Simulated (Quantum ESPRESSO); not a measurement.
# Hf (Im-3m): from the cell to the phonon bands

How does Hf (Im-3m) vibrate, and is this structure a minimum?

Calculated with Quantum ESPRESSO 7.5; DFT LDA, scalar-relativistic, plane waves, PseudoDojo norm-conserving pseudopotentials.

This is not the structure that Hf takes at ambient pressure and room temperature (hexagonal, No. 194); it is a model or a phase of other conditions.

### Step 1. The starting structure

The structure is cubic, space group Im-3m (No. 229). Conventional cell: a = 3.610 Å, b = 3.610 Å, c = 3.610 Å, α = 90.00°, β = 90.00°, γ = 90.00°. Hf has 8 Hf at 3.13 Å nearest.

### Step 2. A probe with smearing

A cheap run with smearing and empty bands tells whether the crystal has a gap, which decides between fixed occupations and smearing later on.

The input, probe.in:

```
&CONTROL
  calculation = 'scf'
  prefix      = 'x'
  outdir      = './tmp'
  pseudo_dir  = './pseudo'
  tprnfor     = .true.
  tstress     = .true.
  verbosity   = 'high'
/
&SYSTEM
  ibrav       = 3
  celldm(1)   = 6.82191131
  nat         = 1
  ntyp        = 1
  ecutwfc     = 64.0
  occupations = 'smearing'
  smearing    = 'gaussian'
  degauss     = 0.01
/
&ELECTRONS
  conv_thr         = 1.0d-07
  mixing_beta      = 0.7
  electron_maxstep = 100
/
ATOMIC_SPECIES
 Hf    178.4900  Hf.upf
ATOMIC_POSITIONS crystal
 Hf     0.000000000   0.000000000   0.000000000
K_POINTS automatic
 8 8 8 0 0 0
```

Launch:

```
$ OMP_NUM_THREADS=1 mpirun -n 4 pw.x -nk 4 -in probe.in > probe.out
```

The program printed:

```text
[banners, grids, parts of the stress and lines that vanish by symmetry left out]
Program PWSCF v.7.5
     bravais-lattice index     =            3
     lattice parameter (alat)  =       6.8219  a.u.
[...]
kinetic-energy cutoff     =      64.0000  Ry
     charge density cutoff     =     256.0000  Ry
     scf convergence threshold =      1.0E-07
[...]
Exchange-correlation= SLA  PW   NOGX NOGC
                           (   1   4   0   0   0   0   0)
[...]
48 Sym. Ops., with inversion, found
[...]
(     0          1          0      )
                  (     0          0          1      )
[...]
(  0.0000000  1.0000000  0.0000000 )
                  (  0.0000000  0.0000000  1.0000000 )
[...]
(     1         -1          1      )
                  (     1          0          0      )
[...]
(  1.0000000  0.0000000  0.0000000 )
                  (  0.0000000 -1.0000000  0.0000000 )
[...]
(     1          0          0      )
                  (     0          0         -1      )
[...]
( -1.0000000  0.0000000  0.0000000 )
                  (  0.0000000  1.0000000  0.0000000 )
[...]
number of k points=    29  Gaussian smearing, width (Ry)=  0.0100
[...]
End of self-consistent calculation
[...]
the Fermi energy is    13.1291 ev
!    total energy              =    -112.87299655 Ry
[...]
convergence has been achieved in   5 iterations
[...]
atom    1 type  1   force =     0.00000000    0.00000000    0.00000000
[...]
Total force =     0.000000     Total SCF correction =     0.000000
[...]
total   stress  (Ry/bohr**3)                   (kbar)     P=     -136.27
[...]
XML data file, charge density, pseudopotentials, collected wavefunctions

   JOB DONE.
```

Elapsed: 3.3 s, on 4 MPI ranks of Intel Xeon at 2.70GHz, shared host.

This step gave:

| Quantity | Value |
| --- | --- |
| volume per atom | 23.52 Å³ |
| pressure | -13.63 GPa |
| gap on the k-mesh | 0 eV |

No gap opens on this mesh, so smearing is kept; the start stands at -14 GPa.

### Step 3. Relaxing the cell and atoms

The relaxation runs at a cutoff a fifth above that of the response, since stress converges more slowly with the basis than frequencies do. Forces and stress are brought to rest with tight thresholds.

The input, relax.in:

```
&CONTROL
  calculation   = 'vc-relax'
  prefix        = 'x'
  outdir        = './tmp'
  pseudo_dir    = './pseudo'
  tprnfor       = .true.
  tstress       = .true.
  forc_conv_thr = 2.0d-05
  etot_conv_thr = 1.0d-07
  nstep         = 40
/
&SYSTEM
  ibrav       = 3
  celldm(1)   = 6.82191131
  nat         = 1
  ntyp        = 1
  ecutwfc     = 77
  occupations = 'smearing'
  smearing    = 'mv'
  degauss     = 0.02
/
&ELECTRONS
  conv_thr         = 1.0d-11
  mixing_beta      = 0.7
  electron_maxstep = 100
/
&IONS
/
&CELL
  press_conv_thr = 0.2
/
ATOMIC_SPECIES
 Hf    178.4900  Hf.upf
ATOMIC_POSITIONS crystal
 Hf     0.000000000   0.000000000   0.000000000
K_POINTS automatic
 14 14 14 0 0 0
```

Launch:

```
$ OMP_NUM_THREADS=1 mpirun -n 4 pw.x -nk 4 -in relax.in > relax.out
```

The program printed:

```text
[banners, grids, parts of the stress and lines that vanish by symmetry left out]
[banner, memory and clock lines left out]
Program PWSCF v.7.5

[...]
kinetic-energy cutoff     =      77.0000  Ry
     charge density cutoff     =     308.0000  Ry
     scf convergence threshold =      1.0E-11
[...]
energy convergence thresh.=      1.0E-07
     force convergence thresh. =      2.0E-05
     press convergence thresh. =      2.0E-01
     Exchange-correlation= SLA  PW   NOGX NOGC
                           (   1   4   0   0   0   0   0)
[...]
48 Sym. Ops., with inversion, found
[...]
number of k points=   104  Marzari-Vanderbilt smearing, width (Ry)=  0.0200
[...]
End of self-consistent calculation
[...]
the Fermi energy is    13.1231 ev
!    total energy              =    -112.87179331 Ry
[...]
convergence has been achieved in   8 iterations
[...]
atom    1 type  1   force =     0.00000000    0.00000000    0.00000000
     Total force =     0.000000     Total SCF correction =     0.000000
[...]
total   stress  (Ry/bohr**3)                   (kbar)     P=     -136.10
[...]
number of bfgs steps    =   0
[...]
CELL_PARAMETERS (alat=  6.82191131)
[...]
ATOMIC_POSITIONS (crystal)
Hf               0.0000000000        0.0000000000        0.0000000000
[...]
New effective cutoffs (rho, wfc):  321.80   80.69
[...]
End of self-consistent calculation
[...]
the Fermi energy is    14.2380 ev
!    total energy              =    -112.87994648 Ry
[...]
convergence has been achieved in   6 iterations
[...]
atom    1 type  1   force =     0.00000000    0.00000000    0.00000000
     Total force =     0.000000     Total SCF correction =     0.000000
[...]
total   stress  (Ry/bohr**3)                   (kbar)     P=      -83.93
[...]
number of bfgs steps    =   1
[...]
CELL_PARAMETERS (alat=  6.82191131)
[...]
ATOMIC_POSITIONS (crystal)
Hf               0.0000000000        0.0000000000        0.0000000000
[...]
New effective cutoffs (rho, wfc):  344.75   86.44
[...]
End of self-consistent calculation
[...]
the Fermi energy is    16.0250 ev
!    total energy              =    -112.88349275 Ry
[...]
convergence has been achieved in   7 iterations
[...]
atom    1 type  1   force =     0.00000000    0.00000000    0.00000000
     Total force =     0.000000     Total SCF correction =     0.000000
[...]
total   stress  (Ry/bohr**3)                   (kbar)     P=       19.77
[...]
number of bfgs steps    =   2
[...]
CELL_PARAMETERS (alat=  6.82191131)
[...]
ATOMIC_POSITIONS (crystal)
Hf               0.0000000000        0.0000000000        0.0000000000
[...]
New effective cutoffs (rho, wfc):  340.44   85.36
[...]
End of self-consistent calculation
[...]
the Fermi energy is    15.6843 ev
!    total energy              =    -112.88364489 Ry
[...]
convergence has been achieved in   6 iterations
[...]
atom    1 type  1   force =     0.00000000    0.00000000    0.00000000
     Total force =     0.000000     Total SCF correction =     0.000000
[...]
total   stress  (Ry/bohr**3)                   (kbar)     P=       -1.89
[...]
number of bfgs steps    =   3
[...]
CELL_PARAMETERS (alat=  6.82191131)
[...]
ATOMIC_POSITIONS (crystal)
Hf               0.0000000000        0.0000000000        0.0000000000
[...]
New effective cutoffs (rho, wfc):  340.81   85.45
[...]
End of self-consistent calculation
[...]
the Fermi energy is    15.7141 ev
!    total energy              =    -112.88364638 Ry
[...]
convergence has been achieved in   5 iterations
[...]
atom    1 type  1   force =     0.00000000    0.00000000    0.00000000
     Total force =     0.000000     Total SCF correction =     0.000000
[...]
total   stress  (Ry/bohr**3)                   (kbar)     P=       -0.04
[...]
number of bfgs steps    =   4
[...]
small trust_radius: resetting bfgs history
[...]
CELL_PARAMETERS (alat=  6.82191131)
[...]
ATOMIC_POSITIONS (crystal)
Hf               0.0000000000        0.0000000000        0.0000000000
[...]
New effective cutoffs (rho, wfc):  340.82   85.45
[...]
End of self-consistent calculation
[...]
the Fermi energy is    15.7144 ev
!    total energy              =    -112.88364638 Ry
[...]
convergence has been achieved in   3 iterations
[...]
atom    1 type  1   force =     0.00000000    0.00000000    0.00000000
     Total force =     0.000000     Total SCF correction =     0.000000
[...]
total   stress  (Ry/bohr**3)                   (kbar)     P=       -0.02
[...]
bfgs converged in   6 scf cycles and   5 bfgs steps
[...]
End of BFGS Geometry Optimization
     Final enthalpy           =    -112.8836463770 Ry
     File ./tmp/x.bfgs deleted, as requested
[...]
CELL_PARAMETERS (alat=  6.82191131)
[...]
ATOMIC_POSITIONS (crystal)
Hf               0.0000000000        0.0000000000        0.0000000000
[...]
Final scf calculation at the relaxed structure.
[...]
kinetic-energy cutoff     =      77.0000  Ry
     charge density cutoff     =     308.0000  Ry
     scf convergence threshold =      1.0E-13
[...]
press convergence thresh. =      2.0E-01
     Exchange-correlation= SLA  PW   NOGX NOGC
                           (   1   4   0   0   0   0   0)
[...]
48 Sym. Ops., with inversion, found
[...]
number of k points=   104  Marzari-Vanderbilt smearing, width (Ry)=  0.0200
[...]
c_bands:  1 eigenvalues not converged
[...]
End of self-consistent calculation
[...]
the Fermi energy is    15.7144 ev
!    total energy              =    -112.88363986 Ry
[...]
convergence has been achieved in   9 iterations
[...]
atom    1 type  1   force =     0.00000000    0.00000000    0.00000000
     Total force =     0.000000     Total SCF correction =     0.000000
[...]
total   stress  (Ry/bohr**3)                   (kbar)     P=        0.01
[...]
XML data file, charge density, pseudopotentials, collected wavefunctions
```

Run time: 44 s. Hardware: 4 MPI ranks.

Step by step:

| step | energy less that of the first step (eV) | largest force (eV/Å) | pressure (GPa) | volume (Å³) |
| --- | --- | --- | --- | --- |
| 1 | 0.0000 | 0.0000 | -13.61 | 23.52 |
| 2 | -0.1109 | 0.0000 | -8.39 | 21.93 |
| 3 | -0.1592 | 0.0000 | 1.98 | 19.78 |
| 4 | -0.1612 | 0.0000 | -0.19 | 20.15 |
| 5 | -0.1613 | 0.0000 | 0.00 | 20.12 |
| 6 | -0.1613 | 0.0000 | 0.00 | 20.12 |
| 7 | -0.1612 | 0.0000 | 0.00 | 20.12 |

| conventional cell, symmetrised | before | after | change |
| --- | --- | --- | --- |
| a (Å) | 3.610 | 3.427 | -5.1 % |
| b (Å) | 3.610 | 3.427 | -5.1 % |
| c (Å) | 3.610 | 3.427 | -5.1 % |
| volume (Å³/atom) | 23.52 | 20.12 | -14.5 % |

The relaxed structure:

```
Hf
1.0
     1.71334    1.71334    1.71334
    -1.71334    1.71334    1.71334
    -1.71334   -1.71334    1.71334
Hf
1
Direct
  0.00000 0.00000 0.00000
```

The last row of the table of steps is pw.x's closing run on a basis chosen anew for the final cell, so its energy can jump.

Read from the output:

```
volume per atom : 20.12 Å³
pressure        : 0.001 GPa
```

The volume changes by -14.5 % from the cell with which this run began.

### Step 4. Self-consistent run for the response

Perturbation theory inherits every error of the wavefunctions, so the threshold is set near the limit of the arithmetic. Smearing stays on, as the first look found no gap above 0.3 eV.

The input, scf.in:

```
&CONTROL
  calculation = 'scf'
  prefix      = 'x'
  outdir      = './tmp'
  pseudo_dir  = './pseudo'
  tprnfor     = .true.
  tstress     = .true.
/
&SYSTEM
  ibrav       = 3
  celldm(1)   = 6.47549568
  nat         = 1
  ntyp        = 1
  ecutwfc     = 64.0
  occupations = 'smearing'
  smearing    = 'mv'
  degauss     = 0.02
/
&ELECTRONS
  conv_thr         = 1.0d-12
  mixing_beta      = 0.7
  electron_maxstep = 100
/
ATOMIC_SPECIES
 Hf    178.4900  Hf.upf
ATOMIC_POSITIONS crystal
 Hf     0.000000000   0.000000000   0.000000000
K_POINTS automatic
 16 16 16 0 0 0
```

Launch:

```
$ OMP_NUM_THREADS=1 mpirun -n 4 pw.x -nk 4 -in scf.in > scf.out
```

The program printed:

```text
[banners, grids, parts of the stress and lines that vanish by symmetry left out]
[banner, memory and clock lines left out]
Program PWSCF v.7.5

[...]
kinetic-energy cutoff     =      64.0000  Ry
     charge density cutoff     =     256.0000  Ry
     scf convergence threshold =      1.0E-12
[...]
Exchange-correlation= SLA  PW   NOGX NOGC
                           (   1   4   0   0   0   0   0)
[...]
48 Sym. Ops., with inversion, found
[...]
number of k points=   145  Marzari-Vanderbilt smearing, width (Ry)=  0.0200
[...]
End of self-consistent calculation
[...]
the Fermi energy is    15.7164 ev
!    total energy              =    -112.88367591 Ry
[...]
convergence has been achieved in   9 iterations
[...]
atom    1 type  1   force =     0.00000000    0.00000000    0.00000000
     Total force =     0.000000     Total SCF correction =     0.000000
[...]
total   stress  (Ry/bohr**3)                   (kbar)     P=        0.24
[...]
XML data file, charge density, pseudopotentials, collected wavefunctions
```

It took 8.9 s on 4 MPI ranks; 34 s of CPU time.

Numbers from this step:

| Item | Value |
| --- | --- |
| pressure | 0.02400 GPa |

The cell stands at 0.024 GPa, close enough for phonons.

(Part 1 of 3 ends here.)

[Host names and launcher messages were left out of these logs when they were recorded.]

[Logs are printed without paths, hosts, clocks, repeated set-up lines and the standing remarks that a program may print on its own settings, such as how far it seeks lower states.]

[Hosts, paths, dates, database ids (printed as entryN), source tags and the programs' standing remarks are cut or masked in the printed files.]
